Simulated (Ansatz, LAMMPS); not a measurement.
# Structural relaxation of amorphous polyacrylonitrile (as short chains C14N4H18), from a frame at 400 K (108 atoms), part 3 of 3

Wanted: the relaxed structure of amorphous polyacrylonitrile (as short chains C14N4H18), from a frame at 400 K (108 atoms) and its electronic structure.

Ansatz 0.2.0; Kohn-Sham DFT, PBE+D3(BJ), PAW (set soft_2), plane waves.

The cell: 42 C, 12 N and 54 H. The network of contacts between molecules at the start is that of the classical potential that made the cell. The Brillouin zone is sampled at Γ only, in a cell whose shortest periodic width is 10 Å.

So far. Step 4 (Cell and atoms relaxed): The relaxation changed the energy by -69.4 meV/atom, and atoms moved by 0.56 Å r.m.s., 1.3 Å at most.

**6. Single point at the relaxed geometry**

One more single point at the end of the walk gives the fuller output and checks the residual forces.

File input.yaml:

```yaml
crystal:
  lattice:
    - [10.07637, 0.09941, 0.21879]
    - [0.09941, 10.99789, -0.45455]
    - [0.21879, -0.45455, 10.24393]
  atoms:
    - { symbol: C, position: [0.95896, 0.04729, 0.25719] }
    - { symbol: C, position: [0.85735, 0.14273, 0.2249] }
    - { symbol: C, position: [0.85078, 0.25982, 0.32043] }
    - { symbol: C, position: [0.98231, 0.31214, 0.3323] }
    - { symbol: "N", position: [0.08821, 0.35172, 0.33893] }
    - { symbol: C, position: [0.7485, 0.35409, 0.27709] }
    - { symbol: C, position: [0.64619, 0.407, 0.38471] }
    - { symbol: C, position: [0.71322, 0.48014, 0.48683] }
    - { symbol: "N", position: [0.76889, 0.53867, 0.5659] }
    - { symbol: C, position: [0.55785, 0.31135, 0.44601] }
    - { symbol: C, position: [0.43142, 0.27791, 0.37215] }
    - { symbol: C, position: [0.46004, 0.24168, 0.23304] }
    - { symbol: "N", position: [0.48162, 0.20618, 0.12401] }
    - { symbol: C, position: [0.35635, 0.17022, 0.42695] }
    - { symbol: C, position: [0.28764, 0.19259, 0.56396] }
    - { symbol: C, position: [0.38062, 0.2115, 0.66853] }
    - { symbol: "N", position: [0.45233, 0.2219, 0.75438] }
    - { symbol: C, position: [0.20209, 0.08252, 0.5923] }
    - { symbol: H, position: [0.05998, 0.08274, 0.25005] }
    - { symbol: H, position: [0.93986, 0.01845, 0.35593] }
    - { symbol: H, position: [0.95607, 0.96678, 0.18644] }
    - { symbol: H, position: [0.87897, 0.16923, 0.12557] }
    - { symbol: H, position: [0.75675, 0.10568, 0.22774] }
    - { symbol: H, position: [0.82211, 0.23306, 0.4188] }
    - { symbol: H, position: [0.79871, 0.43019, 0.23519] }
    - { symbol: H, position: [0.69276, 0.30896, 0.19813] }
    - { symbol: H, position: [0.58302, 0.47265, 0.33886] }
    - { symbol: H, position: [0.61589, 0.22748, 0.45552] }
    - { symbol: H, position: [0.5248, 0.34812, 0.54473] }
    - { symbol: H, position: [0.3636, 0.35811, 0.37753] }
    - { symbol: H, position: [0.42542, 0.09195, 0.42582] }
    - { symbol: H, position: [0.27714, 0.14506, 0.36018] }
    - { symbol: H, position: [0.2219, 0.27399, 0.56749] }
    - { symbol: H, position: [0.15404, 0.09524, 0.69039] }
    - { symbol: H, position: [0.26353, 0.99875, 0.58644] }
    - { symbol: H, position: [0.12468, 0.07192, 0.52079] }
    - { symbol: C, position: [0.69205, 0.42738, 0.8737] }
    - { symbol: C, position: [0.73419, 0.29747, 0.89596] }
    - { symbol: C, position: [0.77842, 0.21992, 0.76854] }
    - { symbol: C, position: [0.8963, 0.27031, 0.70812] }
    - { symbol: "N", position: [0.99141, 0.30997, 0.66147] }
    - { symbol: C, position: [0.80312, 0.08342, 0.78856] }
    - { symbol: C, position: [0.68585, 0.00241, 0.74723] }
    - { symbol: C, position: [0.66348, 0.01017, 0.60843] }
    - { symbol: "N", position: [0.64734, 0.01784, 0.49787] }
    - { symbol: C, position: [0.70912, 0.86748, 0.77585] }
    - { symbol: C, position: [0.60496, 0.81935, 0.87189] }
    - { symbol: C, position: [0.47133, 0.82798, 0.82262] }
    - { symbol: "N", position: [0.36433, 0.83984, 0.787] }
    - { symbol: C, position: [0.60449, 0.88395, 0.01156] }
    - { symbol: C, position: [0.51735, 0.81801, 0.11003] }
    - { symbol: C, position: [0.58821, 0.7106, 0.14812] }
    - { symbol: "N", position: [0.64611, 0.62693, 0.1808] }
    - { symbol: C, position: [0.4715, 0.90127, 0.23192] }
    - { symbol: H, position: [0.60565, 0.42773, 0.81209] }
    - { symbol: H, position: [0.77132, 0.47555, 0.82387] }
    - { symbol: H, position: [0.66562, 0.47948, 0.9675] }
    - { symbol: H, position: [0.65065, 0.25067, 0.94059] }
    - { symbol: H, position: [0.81621, 0.2969, 0.96329] }
    - { symbol: H, position: [0.6987, 0.22778, 0.6991] }
    - { symbol: H, position: [0.81965, 0.07398, 0.89234] }
    - { symbol: H, position: [0.89234, 0.04702, 0.73295] }
    - { symbol: H, position: [0.59434, 0.04051, 0.79935] }
    - { symbol: H, position: [0.80627, 0.85856, 0.81864] }
    - { symbol: H, position: [0.71247, 0.80756, 0.68476] }
    - { symbol: H, position: [0.62834, 0.72151, 0.87653] }
    - { symbol: H, position: [0.56605, 0.97805, 0.01198] }
    - { symbol: H, position: [0.70743, 0.888, 0.04258] }
    - { symbol: H, position: [0.42823, 0.78478, 0.06037] }
    - { symbol: H, position: [0.55613, 0.93765, 0.28526] }
    - { symbol: H, position: [0.41264, 0.97734, 0.20071] }
    - { symbol: H, position: [0.4099, 0.85155, 0.29938] }
    - { symbol: C, position: [0.30794, 0.49803, 0.1108] }
    - { symbol: C, position: [0.32119, 0.44866, 0.96725] }
    - { symbol: C, position: [0.18829, 0.41522, 0.90475] }
    - { symbol: C, position: [0.13311, 0.30625, 0.95631] }
    - { symbol: "N", position: [0.0863, 0.22061, 0.99683] }
    - { symbol: C, position: [0.08107, 0.51785, 0.92091] }
    [... 24 atom lines left out ...]
    - { symbol: H, position: [0.22704, 0.69216, 0.3985] }
    - { symbol: H, position: [0.16657, 0.54403, 0.4177] }
    - { symbol: H, position: [0.94352, 0.61731, 0.4701] }
    - { symbol: H, position: [0.88746, 0.69888, 0.26179] }
    - { symbol: H, position: [0.05434, 0.74362, 0.23344] }
    - { symbol: H, position: [0.01632, 0.586, 0.23591] }
kpoints:
  mp_grid: { grid: [1, 1, 1] }
hamiltonian:
  xc: pbe
  dispersion: d3bj
scf:
  occupations: { method: fermi_dirac, width: 0.025 }
output:
  forces: true
  stress: true
  populations: intrinsic
  dos:
    method: { smearing: { sigma: 0.15 } }
    de: 0.1
    projected: { site_lists: { C: [C], H: [H], "N": ["N"] } }
  eigenvalues: true
  write_density: true
  write_potential: true
  volumetric_format: npy
```

The run is started by

```sh
ansatz run input.yaml --threads 4 --pin off --max-ram 8192MiB --backend cpu --events-out ev --progress --plain --runs-dir out
```

Numbers of over 12 decimals in the logs are rounded to 6 here.

The log of the run:

```text
[...]
Crystal: 108 atoms, lattice volume = 1132.491 Å³
Basis set: ecut = 420 eV, 22139 PW (Γ), exchange–correlation on 144×150×144 points (8 copies of the dense FFT grid, shifted against one another)
Bands: 249, of which v1, the nominal top of the filled ones, is band 141 counted from 1 (140 counted from 0)
Symmetry: 1 space group operations
[...]
k-points: 1
[...]
SCF iter   1: F=—  HF=-16011.780081 eV  |F-HF|=—  |Δ(HF+E_count)|=         —  Δρ=4.74e-3  dr2=4.20e-1  ethr=1.77e-3  ⟨swp⟩=6.0  Hψ=1149  notcnv=0  defer=32
[...]
SCF iter  10: F=-16011.738312 eV  HF=-16011.738312 eV  |F-HF|=1.18e-8  |Δ(HF+E_count)|=   1.13e-7  Δρ=1.90e-6  dr2=4.78e-8  ethr=3.55e-11  ⟨swp⟩=17.0  Hψ=2122  notcnv=0
SCF 1 converged in 10 iterations: F = -16011.738312 eV  dr2 = 4.78e-8
[...]
WARN: The input density's exchange-correlation potential varies sharply where the density is thin. Do not read a vacuum level from v_tot or v_xc, or from such a field of the output density. On a cell that repeats whose density bears no net charge and no dipole along the vacuum's axis use v_es (v_loc + v_h of the components); [...]
SCF converged after 10 iterations
Free energy (F): -16011.738312 eV
[...]
Internal energy: -16011.738312 eV  (E = F + TS)
E sigma→0 (E₀):  -16011.738312 eV
Fermi energy:    1.085325 eV
[...]
--- Forces (eV/Å), atoms counted from 1 ---
  atom   1  C     -0.00380405    -0.01292634    -0.00484430
  atom   2  C      0.00021246     0.00979344     0.00430946
  atom   3  C      0.00654191    -0.00632893    -0.00143996
  atom   4  C      0.00327595    -0.00128771    -0.00608915
  atom   5  N     -0.00604467    -0.00125066     0.00529034
  atom   6  C     -0.00424823    -0.00470478    -0.00068527
  atom   7  C      0.00101451     0.00472131     0.00164035
  atom   8  C      0.00124987    -0.00339507    -0.00574225
  atom   9  N     -0.00079744     0.00058122     0.00183277
  atom  10  C      0.00082274    -0.00429261     0.00427343
  atom  11  C      0.00078298     0.00588089    -0.00153742
  atom  12  C     -0.00690094    -0.01124930    -0.00428499
  atom  13  N      0.00393986     0.00760439     0.00211784
  atom  14  C      0.00227654     0.00224657    -0.00653254
[...]
atom 107  H     -0.00059812     0.00043940     0.00105522
  atom 108  H     -0.00220459     0.00717902     0.00153350
  max |Σ_I F_I| component: 1.79e-4 eV/Å
--- Stress (GPa, compression-positive) ---
       -0.023566       0.002846       0.003461
        0.002845       0.040093      -0.020579
        0.003461      -0.020579      -0.010999
  P = ⅓ Tr σ = 0.0018 GPa (0.018 kbar)
--- Band table (eV) ---
[...]
--- intrinsic populations: 108 sites ---
  site symbol       q [e]
     0      C      4.5248
     1      C      4.2919
     2      C      4.1791
[...]
107      H      0.8244
  spilling = 0.000000 (of n_electrons = 282.000000)
```

The job ended after 9.6 s (4 threads of Arm Neoverse V2, shared host; peak memory 1.1 GiB).

The program notes that the exchange-correlation potential is rough where the density is thin.

Numbers from this run:

* free energy: -16011.7383 eV
* free energy per atom: -148.2568 eV/atom
* SCF cycles: 10
* pressure: 0.001843 GPa
* r.m.s. force component: 0.0038 eV/Å
* longest force: 0.02493 eV/Å
* Fermi energy: 1.085 eV
* gap (highest filled to lowest empty level): 6.263 eV

Intrinsic-atomic-orbital charges by element and coordination:

```tsv
element	coordination	atoms	mean charge (e)	spread	least	most
C	all	42	-0.164	0.232	-0.525	0.18
C	2	12	0.163	0.009	0.150	0.18
C	4	30	-0.295	0.124	-0.525	-0.169
H	all	54	0.189	0.0151	0.152	0.218
N	all	12	-0.277	0.0097	-0.294	-0.262
```

States in the cell by windows of 1 eV, zero at the Fermi level; the larger projections on atomic orbitals stand beside the total:

```tsv
from (eV)	to (eV)	total	C p	N p	H s	C s
-14	-13	6.9	1.7	0.0	1.5	3.6
-13	-12	10.0	3.3	0.0	2.2	4.3
-12	-11	12.8	5.7	0.0	2.4	4.4
-11	-10	6.1	2.3	0.0	1.6	2.1
-10	-9	5.5	3.7	0.0	1.0	0.5
-9	-8	16.9	11.7	0.2	2.9	1.4
-8	-7	15.6	11.7	0.4	2.3	0.8
-7	-6	23.0	16.1	1.3	4.2	0.9
-6	-5	34.6	19.4	4.7	7.8	1.1
-5	-4	53.9	23.0	18.0	7.4	0.6
-4	-3	48.0	23.0	17.0	6.3	0.3
-3	-2	0.6	0.3	0.2	0.1	0.0
-2	2	0.0	0.0	0.0	0.0	0.0
2	3	0.1	0.0	0.0	0.0	0.0
3	4	34.5	14.8	11.6	3.2	1.9
4	5	24.2	8.9	5.9	3.3	1.6
```

Between -19 and -14 eV lie 48 more states.

The levels nearest the highest filled one (over half full), pooled over k-points and spins:

```tsv
level less the highest filled one (eV)	occupation
-0.239	2
-0.228	2
-0.178	2
-0.124	2
-0.0924	2
0	2
6.26	0
6.36	0
6.43	0
6.47	0
6.51	0
6.52	0
```

Electrostatic potential energy in the ac plane at fractional y = 0.220, with atoms of N and C and H within 0.2 Å of it. With pseudopotentials it is smooth inside the atoms' cores, unlike the true potential.

Ten even steps from '0' (-49 eV) to '9' (6 eV), each cell a mean:
```
8301699999999999987899999999
9867899999999999986888999999
9999999999999999998888899999
9999999999999999999987789999
9999999999973489999851158999
9999999999820049999840037789
9999999986310169998443355468
9999999983003799998458886578
9999998764115899999899998889
9999997214678999999999999999
9999986103799999999999999999
9999998656899999989999999999
9999999886678998626999889999
9999999985367898747999537999
9999999987666789999999757899
9999999998876789999999743688
9999999999886789999999732688
9999999999861158999999866789
9999999999950038999999988899
9999999999983038999999998999
9999999999982006999999998999
9999999999994127999999999999
9746899999999889999999999999
8200699999999999999999999999
```
Columns run along a (10.1 Å; values clipped at the 3rd and 97th percentile), rows up along c (10.3 Å). Atoms in or near the plane, at fractional coordinates: N at (0.48, 0.12), C at (0.38, 0.67), N at (0.45, 0.75), H at (0.82, 0.42), H at (0.62, 0.46), C at (0.78, 0.77), H at (0.70, 0.70), N at (0.09, 0.00).

Valence density in the ac plane at fractional y = 0.220, with atoms of N and C and H within 0.2 Å of it. It is the smooth field of the valence electrons, not physical close to the nuclei.

Ten even steps from '_' (0.0 e/Å³) to '@' (3.6 e/Å³), each cell a mean:
```
..++%%##--..________________________..__________________
__..::::..__________________________......______________
______________________________________......____________
________________________....____________..::::__________
______________________::++++::__________::====::..______
____________________::**@@@@==..______..--++====::..____
__________________..==%%@@##--________--====------::....
________________..--==**++::..________::::......::::::..
______________..::====--::..______________________......
____________::--==--::..________________________________
__________..::====--..__________________________________
____________..::--::..__________________________________
________________..::::..________::--..__________________
________________..::----::..__..::::..______..--..______
________________....----::..________________::--::..____
____________________..::::..________________..----..____
______________________..::::..______________..====::..__
______________________..----::______________..----::____
______________________::==++--..______________......____
______________________::**@@**::________________..______
______________________..**@@%%--________________________
______________________..==##**::________________________
__::==--..______________..::::..________________________
..**@@##--______________________________________________
```
Columns run along a (10.1 Å), rows up along c (10.3 Å). Atoms in or near the plane, at fractional coordinates: N at (0.48, 0.12), C at (0.38, 0.67), N at (0.45, 0.75), H at (0.82, 0.42), H at (0.62, 0.46), C at (0.78, 0.77), H at (0.70, 0.70), N at (0.09, 0.00).

Mean intrinsic-atomic-orbital charges: C -0.16, H +0.19, N -0.28 e. The largest share in the top eV of filled states is C p (48 % of the projected weight), and in the lowest eV of empty states C p (48 % of the projected weight).

The surroundings of H69, picked at random, nearest first, numbered as they follow in the input and with coordinates relative to it.

```tsv
atom	x	y	z	distance (Å)	bonds	intrinsic-atomic-orbital charge (e)
H69	0.00	0.00	0.00	0.00	1	0.20
C51	0.91	0.35	0.51	1.10	4	-0.17
C52	1.62	-0.84	0.97	2.07	2	0.16
C54	0.49	1.21	1.71	2.15	4	-0.52
C50	1.78	1.13	-0.51	2.16	4	-0.31
H71	-0.11	2.05	1.35	2.46	1	0.19
H72	-0.13	0.62	2.41	2.50	1	0.18
C48	0.39	0.59	-2.45	2.54	2	0.15
C47	1.74	0.48	-1.91	2.63	4	-0.18
H67	1.40	2.16	-0.55	2.63	1	0.19
H66	1.97	-0.59	-1.81	2.74	1	0.22
```

The column of bonds counts only the pairs H-C within 1.34 Å, C-C within 1.85 Å, C-N within 1.62 Å; other neighbours, such as metal atoms beside each other in a compound, aren't counted, and periodic images can show an atom twice.

**7. Outcome**

| Property | Result |
| --- | --- |
| energy change in the relaxation | -69.38 meV/atom |
| r.m.s. displacement | 0.565 Å |
| largest displacement | 1.329 Å |
| free energy per atom | -148.2568 eV/atom |
| pressure | 0.001843 GPa |
| r.m.s. force component | 0.0038 eV/Å |
| gap (highest filled to lowest empty level) | 6.263 eV |
| wall time of the 3 DFT runs | 3.4 min |

Relaxation lowers the energy by 69.4 meV/atom and moves atoms by 0.56 Å r.m.s.; the r.m.s. force component goes from 1.2 to 0.0038 eV/Å, the pressure goes from 3.7 to 0.0018 GPa, and the gap from 5.79 to 6.26 eV. Displacements are taken in the final cell, so they leave out its strain. By the final cutoffs no bond was broken or made. The cell shrank by 0.9 % in volume. From the first step to the last the energy fell by 7.493 eV, across changes of basis, and the largest move was 1.33 Å (N77). The C-C bonds change most in mean length: from 1.491 Å (spread 0.051) to 1.517 Å (spread 0.039). With the cutoffs above, 71 % of C atoms have 4, all H atoms have 1 and all N atoms have 1 bonded neighbour. Between filled and empty levels lie 6.26 eV (at Γ alone); a semilocal functional tends to put such gaps too low. In a disordered cell it changes from sample to sample, and tail or defect levels can set it.

What to keep in mind: The network of contacts between molecules at the start is that of the classical potential that made the cell; in DFT atoms moved by 0.56 Å r.m.s.

[Logs are printed without paths, hosts, clocks, repeated set-up lines and the standing remarks that a program may print on its own settings, such as how far it seeks lower states.]

[Hosts, paths, dates, database ids (printed as entryN), source tags and the programs' standing remarks are cut or masked in the printed files.]
